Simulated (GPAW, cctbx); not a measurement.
# What do these deviations say about the bonding?

ZnGaGeH, P3m1 (no. 156), a = 3.8157 Å, b = 3.8157 Å, c = 5.4957 Å, α = 90.00°, β = 90.00°, γ = 120.00°.

| atom | mult. | x | y | z |
| --- | --- | --- | --- | --- |
| Ge1 | 1 | 0 | 0 | 0.3452 |
| Ga1 | 1 | 1/3 | 2/3 | 0.5863 |
| Zn1 | 1 | 2/3 | 1/3 | 0.0783 |
| H1 | 1 | 1/3 | 2/3 | 0.8937 |

The cell comes from substitution in a known structure type and wasn't matched to any measured phase.

Absolute values of the static structure factors of the conventional cell from DFT (PBE, GPAW) against free spherical atoms, in electrons:

| hkl | d (Å) | free atoms | crystal |
| --- | --- | --- | --- |
| 001 | 5.496 | 27.75 | 27.91 |
| 100 | 3.304 | 1.35 | 1.57 |
| 101 | 2.832 | 16.69 | 16.49 |
| 1 0 -1 | 2.832 | 71.17 | 71.14 |
| 002 | 2.748 | 24.56 | 24.37 |
| 102 | 2.113 | 48.91 | 48.63 |
| 1 0 -2 | 2.113 | 45.32 | 45.23 |
| 110 | 1.908 | 68.23 | 68.20 |
| 003 | 1.832 | 25.92 | 25.60 |
| 111 | 1.802 | 21.54 | 21.37 |

**Question.** Which way does charge move, and which reflections show it best?

Project each element's phase sum on the total phase. |F| rises if density moves to atoms that scatter in phase and falls if it moves to atoms that scatter against it; the rule is for low angles, since changes of shape take over beyond. Where all elements are in phase the terms compete, and the compactness of the donor's and the acceptor's density matters too.

| hkl | Ge in phase | Ga in phase | Zn in phase | H in phase | change (e) | (%) |
| --- | --- | --- | --- | --- | --- | --- |
| 001 | +1.0 | +0.1 | -0.1 | -1.0 | +0.16 | +0.6 |
| 100 | +0.5 | +0.5 | -1.0 | +0.5 | +0.22 | +16.5 |
| 101 | -1.0 | +0.8 | +0.9 | -0.8 | -0.19 | -1.2 |
| 1 0 -1 | +1.0 | +0.9 | +0.9 | +0.2 | -0.03 | 0.0 |
| 002 | -0.9 | +1.0 | +1.0 | -0.6 | -0.19 | -0.8 |
| 102 | +1.0 | +0.5 | +0.6 | -0.9 | -0.28 | -0.6 |
| 1 0 -2 | +1.0 | +0.5 | +0.4 | +0.2 | -0.10 | -0.2 |
| 110 | +1.0 | +1.0 | +1.0 | +1.0 | -0.03 | 0.0 |

Low-angle reflections that set elements apart and change by more than 0.05 e: 001, 100, 101, 002, 102 and 1 0 -2 (1 0 -1 hardly moves and tells little). The signs fit a gain of density on Ge and H and a loss on Ga and Zn, apart from 1 0 -2. The best witness is 100, +16.5 %, where Ge enters with +0.5. The real-space density agrees: Voronoi charges Ge -0.19, Ga +0.08, Zn +0.23, H -0.12 e. The shortest bond, Ga–H, has Δρ = +0.04 e/Å³ at its midpoint.
